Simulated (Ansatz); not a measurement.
## SrTiSe3 (built on the sites of a database entry of CaTiO3): a soft mode frozen in

Which phase does SrTiSe3 (built on the sites of a database entry of CaTiO3) fall into along its unstable mode, and how much energy does it gain?

Calculated with Ansatz 0.2.0; DFT LDA, scalar-relativistic, plane waves, PAW.

The structure was built from a prototype and need not be the compound's stable phase.

## 1. The starting structure

Symmetry: Pm-3m, No. 221, cubic system. Conventional cell: a = 4.900 Å, b = 4.900 Å, c = 4.900 Å, α = 90.00°, β = 90.00°, γ = 90.00°. Nearest to Sr lie 12 Se at 3.46 Å. Nearest to Ti lie 6 Se at 2.45 Å. Nearest to Se lie 2 Ti at 2.45 Å and 4 Sr at 3.46 Å. Farther neighbours and most contacts between anions are not listed.

## 2. Phonons on a q mesh

The cell comes from relaxations at this level that are not shown. Stability and thermal properties need the whole zone. Linear response on a 2×2×2 q mesh gives force constants as far as a supercell of that size would.

The input, input.yaml:

```yaml
crystal:
  lattice:
    - [4.899528169, 0.0, 0.0]
    - [0.0, 4.899528169, 0.0]
    - [0.0, 0.0, 4.899528169]
  atoms:
    - { symbol: Sr, position: [0.0, 0.0, 0.0] }
    - { symbol: Ti, position: [0.5, 0.5, 0.5] }
    - { symbol: Se, position: [0.0, 0.5, 0.5] }
    - { symbol: Se, position: [0.5, 0.0, 0.5] }
    - { symbol: Se, position: [0.5, 0.5, 0.0] }
kpoints:
  mp_grid: { grid: [6, 6, 6] }
hamiltonian:
  xc: lda
scf:
  occupations: { method: methfessel_paxton, width: 0.15 }
output:
  eigenvalues: true
phonons:
  method: dfpt
  qmesh: [2, 2, 2]
  temperatures: { t_max: 1000, t_step: 50 }
  qpath:
    path:
      - [[0.0, 0.0, 0.0], [0.0, 0.5, 0.0], [0.5, 0.5, 0.0], [0.0, 0.0, 0.0], [0.5, 0.5, 0.5], [0.0, 0.5, 0.0]]
      - [[0.5, 0.5, 0.5], [0.5, 0.5, 0.0]]
    npoints: 10
```

Launch:

```console
> ansatz run input.yaml --threads 8 --pin off --max-ram 14336MiB --backend cpu --events-out ev --progress --plain --runs-dir out
```

Numbers of over 12 decimals in the logs are rounded to 6 here.

The log of the run:

```text
Engine: ansatz 0.2.0, aarch64-unknown-linux-gnu
Pseudopotentials: kind: paw
Pseudopotential: Sr, paw, valence charge 10, recommended cutoff 420 eV (normal), Sr.paw.azcp
Pseudopotential: Ti, paw, valence charge 12, recommended cutoff 420 eV (normal), Ti.paw.azcp
Pseudopotential: Se, paw, valence charge 16, recommended cutoff 420 eV (normal), Se.paw.azcp
Functional definition: SPW92
  exchange = slater_x
  correlation = pw_c
Crystal: 5 atoms, lattice volume = 117.615 Å³
Basis set: ecut = 420 eV, 2325 PW (Γ), exchange–correlation on 72×72×72 points (8 copies of the dense FFT grid, shifted against one another)
Bands: 42, of which v1, the nominal top of the filled ones, is band 35 counted from 1 (34 counted from 0)
Symmetry: 48 space group operations
k-points: 20 of 216
Non-local potential: Sr, projectors of the file, l = 0: 3, l = 1: 2, l = 2: 2
Non-local potential: Ti, projectors of the file, l = 0: 3, l = 1: 2, l = 2: 3, l = 3: 1
Non-local potential: Se, projectors of the file, l = 0: 2, l = 1: 2, l = 2: 3, l = 3: 1
PAW form: soft (Blöchl's): semilocal exchange-correlation on the pseudo side does not see the compensation charge
PAW frozen core: Sr, regenerated for the run's functional, and the local potential with it (the file was generated under x = pbe(κ = 0.804, μ = 0.219515), c = pbe(β = 0.066725))
PAW frozen core: Ti, regenerated for the run's functional, and the local potential with it (the file was generated under x = pbe(κ = 0.804, μ = 0.219515), c = pbe(β = 0.066725))
PAW frozen core: Se, regenerated for the run's functional, and the local potential with it (the file was generated under x = pbe(κ = 0.804, μ = 0.219515), c = pbe(β = 0.066725))
PAW one-centre angular grid: Sr, 110 points (default); XC on 64 Gauss nodes
PAW one-centre angular grid: Ti, 590 points (default); XC on 64 Gauss nodes
PAW one-centre angular grid: Se, 590 points (default); XC on 64 Gauss nodes
Initial density: superposition of atomic densities (neutral atoms: chi_scale 0, normalization atom), corrected by the library's trained network
Initial wavefunctions: pseudopotential atomic-orbital guess
Functional: x = slater, c = lda
SCF iter   1: F=—  HF=-22051.143897 eV  |F-HF|=—  |Δ(HF+E_count)|=         —  Δρ=4.70e-3  dr2=1.34e-2  ethr=1.77e-3  ⟨swp⟩=7.3  Hψ=3379  notcnv=0
preconditioner: auto → Resta (q_TF=auto, 2.502 Å⁻¹)  ε∞=4.5  [insulator: Δε(μ)=0.211 eV  Ē_g=10.064 eV  σ=0.150 eV  W_gap=0.92  n_scr=26 (ndim 8)  ℏωp=18.8 eV  f_vac=0.013  D(μ)=0.19/eV (n_scr^D=0)  ε∞_Penn≈4.5]
SCF iter   2: F=—  HF=-22051.144091 eV  |F-HF|=—  |Δ(HF+E_count)|=   1.93e-4  S|Δr|=    0.00e0  Δρ=2.94e-3  dr2=6.20e-3  ethr=1.91e-5  ⟨swp⟩=3.0  Hψ=1805  notcnv=0  defer=1
SCF iter   3: F=—  HF=-22051.144113 eV  |F-HF|=—  |Δ(HF+E_count)|=   2.27e-5  S|Δr|=    0.00e0  Δρ=1.92e-3  dr2=6.69e-3  ethr=8.85e-6  ⟨swp⟩=2.0  Hψ=1493  notcnv=0  defer=1
SCF iter   4: F=—  HF=-22051.143213 eV  |F-HF|=—  |Δ(HF+E_count)|=   9.00e-4  S|Δr|=    0.00e0  Δρ=3.69e-4  dr2=2.20e-4  ethr=8.85e-6  ⟨swp⟩=2.0  Hψ=912  notcnv=0  defer=1
SCF iter   5: F=—  HF=-22051.143192 eV  |F-HF|=—  |Δ(HF+E_count)|=   2.13e-5  S|Δr|=    0.00e0  Δρ=1.12e-4  dr2=1.93e-5  ethr=3.15e-7  ⟨swp⟩=2.0  Hψ=898  notcnv=0  defer=1
SCF iter   6: F=—  HF=-22051.143184 eV  |F-HF|=—  |Δ(HF+E_count)|=   7.50e-6  S|Δr|=    0.00e0  Δρ=2.04e-5  dr2=7.73e-7  ethr=2.75e-8  ⟨swp⟩=2.0  Hψ=1176  notcnv=0  defer=1
SCF iter   7: F=—  HF=-22051.143186 eV  |F-HF|=—  |Δ(HF+E_count)|=   1.33e-6  S|Δr|=    0.00e0  Δρ=6.55e-6  dr2=6.92e-8  ethr=1.10e-9  ⟨swp⟩=2.4  Hψ=1471  notcnv=0  defer=1
SCF iter   8: F=—  HF=-22051.143186 eV  |F-HF|=—  |Δ(HF+E_count)|=   2.07e-8  S|Δr|=    0.00e0  Δρ=1.52e-6  dr2=2.24e-9  ethr=9.89e-11  ⟨swp⟩=2.0  Hψ=1482  notcnv=0  defer=1
SCF iter   9: F=—  HF=-22051.143186 eV  |F-HF|=—  |Δ(HF+E_count)|=  2.55e-11  S|Δr|=    0.00e0  Δρ=5.08e-7  dr2=4.19e-10  ethr=3.19e-12  ⟨swp⟩=2.5  Hψ=1566  notcnv=0  defer=1
SCF iter  10: F=-22051.143186 eV  HF=-22051.143186 eV  |F-HF|=1.09e-11  |Δ(HF+E_count)|=  5.82e-11  S|Δr|=    0.00e0  Δρ=7.18e-8  dr2=7.74e-12  ethr=1.00e-12  ⟨swp⟩=9.5  Hψ=4599  notcnv=0
SCF 1 converged in 10 iterations: F = -22051.143186 eV  dr2 = 7.74e-12
  greatest PAW one-centre occupation: 1.000 electrons in one spin orbital (limit 2), on the Se atom at site 2 (counted from 0), in its partial waves of l = 2
Initial density: read from a saved state, or passed on in memory by an earlier SCF of this step, an earlier step, the calling program or the single point that the run made first
iter 1 solved again at ethr=4.14e-7 eV; its pass at ethr=3.10e-3 eV (dr2=2.90e-4 eV) is discarded
SCF iter   1: F=—  HF=-22051.143188 eV  |F-HF|=—  |Δ(HF+E_count)|=         —  Δρ=1.38e-6  dr2=2.39e-9  ethr=4.14e-7  ⟨swp⟩=3.5  Hψ=5428  notcnv=0
eigensolver tolerance schedule: the retry pair's looser diagonalisation over-reported the residual by 121229.69 of it (diagonalisation noise at an unbounded share of the residual, at the tolerance the schedule requests for it); recorded, not acted on — ethr = c·dr2/N_el stays at c = 1.0e-1
preconditioner: auto → Resta (q_TF=auto, 2.502 Å⁻¹)  ε∞=4.5  [insulator: Δε(μ)=0.213 eV  Ē_g=10.065 eV  σ=0.150 eV  W_gap=0.93  n_scr=26 (ndim 8)  ℏωp=18.8 eV  f_vac=0.006  D(μ)=0.19/eV (n_scr^D=0)  ε∞_Penn≈4.5]
SCF iter   2: F=—  HF=-22051.143186 eV  |F-HF|=—  |Δ(HF+E_count)|=   1.82e-6  S|Δr|=    0.00e0  Δρ=6.89e-7  dr2=4.46e-10  ethr=3.42e-12  ⟨swp⟩=4.7  Hψ=2798  notcnv=0
SCF iter   3: F=—  HF=-22051.143186 eV  |F-HF|=—  |Δ(HF+E_count)|=  9.82e-11  S|Δr|=    0.00e0  Δρ=4.44e-7  dr2=2.06e-10  ethr=1.00e-12  ⟨swp⟩=1.0  Hψ=840  notcnv=0
SCF iter   4: F=—  HF=-22051.143186 eV  |F-HF|=—  |Δ(HF+E_count)|=  5.46e-11  S|Δr|=    0.00e0  Δρ=2.41e-7  dr2=6.93e-11  ethr=1.00e-12  ⟨swp⟩=1.0  Hψ=840  notcnv=0
SCF iter   5: F=—  HF=-22051.143186 eV  |F-HF|=—  |Δ(HF+E_count)|=  1.09e-11  S|Δr|=    0.00e0  Δρ=1.46e-7  dr2=2.74e-11  ethr=1.00e-12  ⟨swp⟩=1.0  Hψ=840  notcnv=0
SCF iter   6: F=-22051.143186 eV  HF=-22051.143186 eV  |F-HF|=0.00e0  |Δ(HF+E_count)|=  3.64e-12  S|Δr|=    0.00e0  Δρ=6.71e-8  dr2=5.97e-12  ethr=1.00e-12  ⟨swp⟩=1.9  Hψ=1940  notcnv=0
SCF 2 converged in 6 iterations: F = -22051.143186 eV  dr2 = 5.97e-12
phonons: the bands overlap, so this run is a metal and interpolates without the dipole-dipole term. If the crystal is really an insulator or semiconductor, its LO-TO splitting is missing
NSCF: frozen V_eff on 20 k-points
WARN: eigensolver did not converge (k=9): 1 band(s) unlocked after 20 sweeps at ethr=1.37e-12 eV (storage-precision floor; scheduled 1.00e-12 eV) (lowest unlocked band 41, counted from 0; max residual 1.10e-5 eV among the unlocked bands, 1.10e-5 eV over every band; other slots of this pass that fall short are told together in one closing line; warning suppressed until the next SCF loop or pass starts)
NSCF: frozen V_eff on 64 k-points
DFPT response loops at q = (0, 0, 0) (fractional): preconditioner auto → Kerker (q_TF=auto, 2.502 Å⁻¹) (partly filled bands, converged f_vac=0.006); β = 1.00, the filter's whole step (`scf.mixing.beta` (0.50) is not read by the response loops under this deck's `scf.mixing.preconditioner`; to damp them name `kerker` or `kerker_dos`, under which they read `scf.mixing.beta`, and type it under 1.00, their step now; both keys bind the ground state too); Broyden in place of MSR1
NSCF: frozen V_eff on 128 k-points
DFPT response loops at q = (0, 0, -0.5) (fractional): mixed as the last ones told, above
NSCF: frozen V_eff on 128 k-points
DFPT response loops at q = (0, -0.5, -0.5) (fractional): mixed as the last ones told, above
NSCF: frozen V_eff on 128 k-points
DFPT response loops at q = (-0.5, -0.5, -0.5) (fractional): mixed as the last ones told, above
SCF converged after 10 iterations
Stability not checked: this state was not tested for a lower state beside it, because cold or Methfessel-Paxton smearing, or corrected tetrahedra, fill the levels in a way that the test cannot read (fill_not_monotonic; see scf.lower_state_search)
Free energy (F): -22051.143186 eV
Harris-Foulkes:  -22051.143186 eV  (|F-HF|=1.09e-11)
Internal energy: -22051.146279 eV  (E = F + TS)
E sigma→0 (E₀):  -22051.143959 eV
Entropy (-TS):   0.003093 eV (0.619 meV/atom)
Fermi energy:    9.657754 eV
Step filling:    the computed levels leave a gap of 0.2134 eV = 1.4 smearing widths at the electron count; against every level under it full and every level over it empty, smearing changes F+E_penalty+E_count by +1.144 meV and its σ→0 estimate by +0.371 meV
--- Per-component energies (eV) ---
  E_band       = -1368.818079
  E_kinetic    = 880.869463
  E_local      = -9312.004921  (includes V_loc(G=0)·N_el)
  E_nonlocal   = -1553.510628
  E_hartree    = 4385.132798
  E_xc         = -583.050362
  E_vxc        = -584.138233  (∫ρ·V_xc dr)
  E_paw        = -9074.601998  (= ΣΔE_a)
  E_vpaw       = 429.702584  (= ΣTr[D̂ρ^β])
  E_aug_tail   = -0.001745  (compensation charges beyond the density's cutoff)
  E_ewald      = -6801.251060
  E_core_change = 7.272173  (= ΣΔE_core)
  E_smearing   = 0.003093  (= −TS)
  E_closure    = -0.000000  (closes the sum)
  Σ components = -22051.143186   (vs F -22051.143186, Δ=0.00e0)
--- Band table (eV; the first three rows and the last of 20) ---
  k-point 0: bands = [... 31 lower, 8.2728, 9.2052, 9.2052, 9.2052, 9.3916, 9.3916, 9.3916, 10.6225, ... 3 higher]
  k-point 1: bands = [... 31 lower, 7.9419, 8.3777, 9.0389, 9.0389, 9.2319, 10.0923, 10.0923, 10.6967, ... 3 higher]
  k-point 2: bands = [... 31 lower, 7.0951, 7.4480, 8.9142, 8.9142, 9.2873, 10.7545, 10.8538, 10.8538, ... 3 higher]
  k-point 19: bands = [... 31 lower, 5.9772, 9.9461, 9.9461, 9.9461, 11.1176, 11.1176, 11.1176, 11.6487, ... 3 higher]
--- Phonons (Γ-DFPT): 4 representative perturbations + reference (Σ response iterations 12) ---
  ASR residual: 2.151e-4 → 0.000e0 eV/Å²; symmetrization residual: 1.206e-5 eV/Å²
  ASR residual per site (eV/Å²): 2.15e-4 1.07e-5 1.12e-5 1.12e-5 1.12e-5
  Γ frequencies (cm⁻¹): -22.78 -22.78 -22.78 0.00 0.00 0.00 38.16 38.16 38.16 64.12 64.12 64.12 268.84 268.84 268.84
--- Phonons (arbitrary-q DFPT): 4 irreducible q on the 2×2×2 mesh ---
  q = [0.0000, 0.0000, 0.0000] (star 1, of the zone-centre solve; hermiticity 1.87e-6, symmetrization 5.33e-12): -22.78 -22.78 -22.78 0.00 0.00 0.00 38.16 38.16 38.16 64.12 64.12 64.12 268.84 268.84 268.84
  q = [0.0000, 0.0000, -0.5000] (star 3, 9 solved perturbations in 504 linear systems a pass and spin channel, the states on 64 of 216 k-point pairs; hermiticity 1.56e-6, symmetrization 4.89e-12): -26.12 -26.12 -3.59 -3.59 52.08 52.08 68.76 72.29 84.02 84.02 94.05 249.07 251.22 264.61 264.61
  q = [0.0000, -0.5000, -0.5000] (star 3, 9 solved perturbations in 504 linear systems a pass and spin channel, the states on 64 of 216 k-point pairs; hermiticity 1.80e-6, symmetrization 8.03e-13): -76.18 -50.49 12.82 12.82 26.04 77.48 77.48 84.53 84.53 131.66 173.37 246.53 246.53 260.45 266.38
  q = [-0.5000, -0.5000, -0.5000] (star 1, 4 solved perturbations in 184 linear systems a pass and spin channel, the states on 64 of 216 k-point pairs; hermiticity 1.75e-6, symmetrization 5.69e-12): -81.53 -81.53 -81.53 19.19 19.19 19.19 126.03 126.03 126.03 137.98 137.98 246.98 246.98 246.98 281.51
  sum rule: each row above includes the acoustic sum rule's correction from the zone centre's row sums; it moved no ω² by more than (0.82 cm⁻¹)²
  mesh force constants: q→R imaginary residual 3.93e-18; ASR residual 2.151e-4 → 0.000e0 eV/Å²; symmetrization residual 1.243e-14 eV/Å²
  interpolated dispersion: 62 rows × 15 modes
  density of states and harmonic sums: on the 14×14×14 q-mesh, interpolated from the force constants of a 2×2×2 supercell (no non-analytic term)
  largest difference from the sums on the solved wave vectors: F 4.27e-1 eV, S 5.51e-4 and C_V 1.25e-4 eV/K
  zero-point energy: 0.099867 eV/cell   skipped modes (ω ≤ 0): 250, of them read as no rigid motion or as one in doubt: 247 (1.929e0 modes/cell left out, lowest -81.53 cm⁻¹)   left out of the sums: 1.29e-1 of the cell's modes: C_V's classical limit lies that fraction below 3 k_B per atom; for a crystal, a wire or a layer, F and S can be off by more, and a phonons.interpolated_qmesh denser along its periods is the remedy for the sampling
```

Wall time 97 s (8 threads of Arm Neoverse V2, shared host); peak memory 1.3 GiB; 12 min of CPU time.

Reading the cycles: dr2 is the Hartree energy of the density residual (eV), the measure of convergence; HF is the Harris–Foulkes estimate of the energy, which meets the free energy F at convergence.

This step gave:

```
volume per atom                                         : 23.52 Å³
gap on the k-mesh                                       : 0 eV
sum-rule residual before enforcement                    : 2.15e-4 eV/Å²
lowest frequency on the path                            : -81.53 cm⁻¹
point group                                             : m-3m
highest frequency on the path or at a solved wavevector : 288.7 cm⁻¹
highest optical mode at the zone centre (no LO-TO term) : 268.8 cm⁻¹
lowest optical zone-centre mode                         : -22.78 cm⁻¹
lowest mode on the q mesh (acoustic modes at Γ apart)   : -81.53 cm⁻¹
```

Frequencies (cm⁻¹) solved at each irreducible wavevector; negative means imaginary. Frequencies by wavevector, by row:

```
q in reciprocal lattice units  star  mode 1  mode 2  mode 3  mode 4  mode 13  mode 14  mode 15
                        0 0 0     1   -22.8   -22.8   -22.8       0    268.8    268.8    268.8
                     0 0 -0.5     3   -26.1   -26.1    -3.6    -3.6    251.2    264.6    264.6
                  0 -0.5 -0.5     3   -76.2   -50.5    12.8    12.8    246.5    260.4    266.4
               -0.5 -0.5 -0.5     1   -81.5   -81.5   -81.5    19.2      247      247    281.5
```

Interpolated from a 2×2×2 q mesh. The phonon branches at the labelled points (cm⁻¹):

```
    point  branch 1  branch 2  branch 3  branch 4  branch 12  branch 13  branch 14  branch 15
        Γ       -23       -23       -23         0         64        269        269        269
  halfway       -20       -20        10        10        165        267        267        270
        X       -26       -26        -4        -4        249        251        265        265
  halfway       -44       -38        10        18        228        248        263        274
        M       -76       -50        13        13        246        246        260        266
  halfway       -29       -24        13        32        168        255        265        278
        Γ       -23       -23       -23         0         64        269        269        269
  halfway       -34       -29       -29        16        172        251        251        286
        R       -82       -82       -82        19        247        247        247        282
  halfway       -52       -40       -32        10        216        247        247        286
        X       -26       -26        -4        -4        249        251        265        265
jump to R       -82       -82       -82        19        247        247        247        282
  halfway       -79       -49       -49        18        230        247        247        284
        M       -76       -50        13        13        246        246        260        266
```

Symmetry leaves 4 wavevectors to solve. The lowest mode among them, the acoustic zeros apart, lies at q = (-0.5, -0.5, -0.5) and is imaginary, 81.5i cm⁻¹, so the energy falls along it.

## 3. The mode frozen in, largest atomic shift 0 Å

The mode followed lies at q = (-0.5, -0.5, -0.5) with frequency 81.5i cm⁻¹ and is 3-fold degenerate, the softest among the wavevectors solved. At small amplitude the distorted cell has space group no. 74 by a symmetry search on the positions. The undistorted cell that holds it gives the zero of energy on the same k mesh.

System of this step: SrTiSe3 (built on the sites of a database entry of CaTiO3). The structure is cubic, space group Pm-3m (No. 221). Conventional cell: a = 4.900 Å, b = 4.900 Å, c = 4.900 Å, α = 90.00°, β = 90.00°, γ = 90.00°. Sr has 12 Se at 3.46 Å nearest. Nearest to Ti lie 6 Se at 2.45 Å. Nearest to Se lie 2 Ti at 2.45 Å and 4 Sr at 3.46 Å. Farther neighbours and most contacts between anions are not listed.

The input, input.yaml:

```yaml
crystal:
  lattice:
    - [4.899528169, 4.899528169, 0.0]
    - [4.899528169, 0.0, 4.899528169]
    - [4.899528169, 0.0, -4.899528169]
  atoms:
    - { symbol: Sr, position: [0.0, 0.0, 0.0] }
    - { symbol: Sr, position: [0.0, 0.5, 0.5] }
    - { symbol: Ti, position: [0.5, 0.25, 0.75] }
    - { symbol: Ti, position: [0.5, 0.75, 0.25] }
    - { symbol: Se, position: [0.5, 0.0, 0.5] }
    - { symbol: Se, position: [0.5, 0.5, 0.0] }
    - { symbol: Se, position: [0.0, 0.5, 0.0] }
    - { symbol: Se, position: [0.0, 0.0, 0.5] }
    - { symbol: Se, position: [0.5, 0.0, 0.0] }
    - { symbol: Se, position: [0.5, 0.5, 0.5] }
kpoints:
  mp_grid: { grid: [6, 6, 6] }
hamiltonian:
  xc: lda
scf:
  occupations: { method: methfessel_paxton, width: 0.15 }
output:
  forces: true
  stress: true
  eigenvalues: true
```

The log of the run:

```text
[...]
Crystal: 10 atoms, lattice volume = 235.230 Å³
Basis set: ecut = 420 eV, 4645 PW (Γ)
Bands: 84, of which v1, the nominal top of the filled ones, is band 70 counted from 1 (69 counted from 0)
Symmetry: 96 space group operations
[...]
k-points: 16 of 216
[...]
k-point 0: bands = [... 66 lower, 9.2123, 9.3917, 9.3917, 9.3917, 9.9453, 9.9453, 9.9453, 10.6311, ... 10 higher]
  k-point 1: bands = [... 66 lower, 9.0189, 9.5909, 9.5909, 9.6779, 9.6846, 9.6846, 9.7936, 10.9736, ... 10 higher]
  k-point 2: bands = [... 66 lower, 8.6597, 8.9734, 8.9734, 9.4212, 9.9872, 10.1214, 10.1214, 10.6849, ... 10 higher]
  k-point 15: bands = [... 66 lower, 8.1200, 8.1597, 8.2530, 9.3153, 10.0574, 10.7596, 10.8339, 11.0033, ... 10 higher]
[key lines of the parts left out:]
SCF converged after 8 iterations
Free energy (F): -44102.218478 eV
Fermi energy:    9.668473 eV
P = ⅓ Tr σ = 0.0901 GPa (0.901 kbar)
```

Run time: 2.5 s. Hardware: 8 threads; peak memory 1.2 GiB; 17 s of CPU time.

Numbers from this step:

| Item | Value |
| --- | --- |
| pressure | 0.09015 GPa |
| energy from the undistorted cell | 0 meV/atom |

The run ends at a pressure of 0.09 GPa.

(Part 1 of 2 ends here.)

[Logs are printed without paths, hosts, clocks, repeated set-up lines and the standing remarks that a program may print on its own settings, such as how far it seeks lower states.]

[Hosts, paths, dates, database ids (printed as entryN), source tags and the programs' standing remarks are cut or masked in the printed files.]
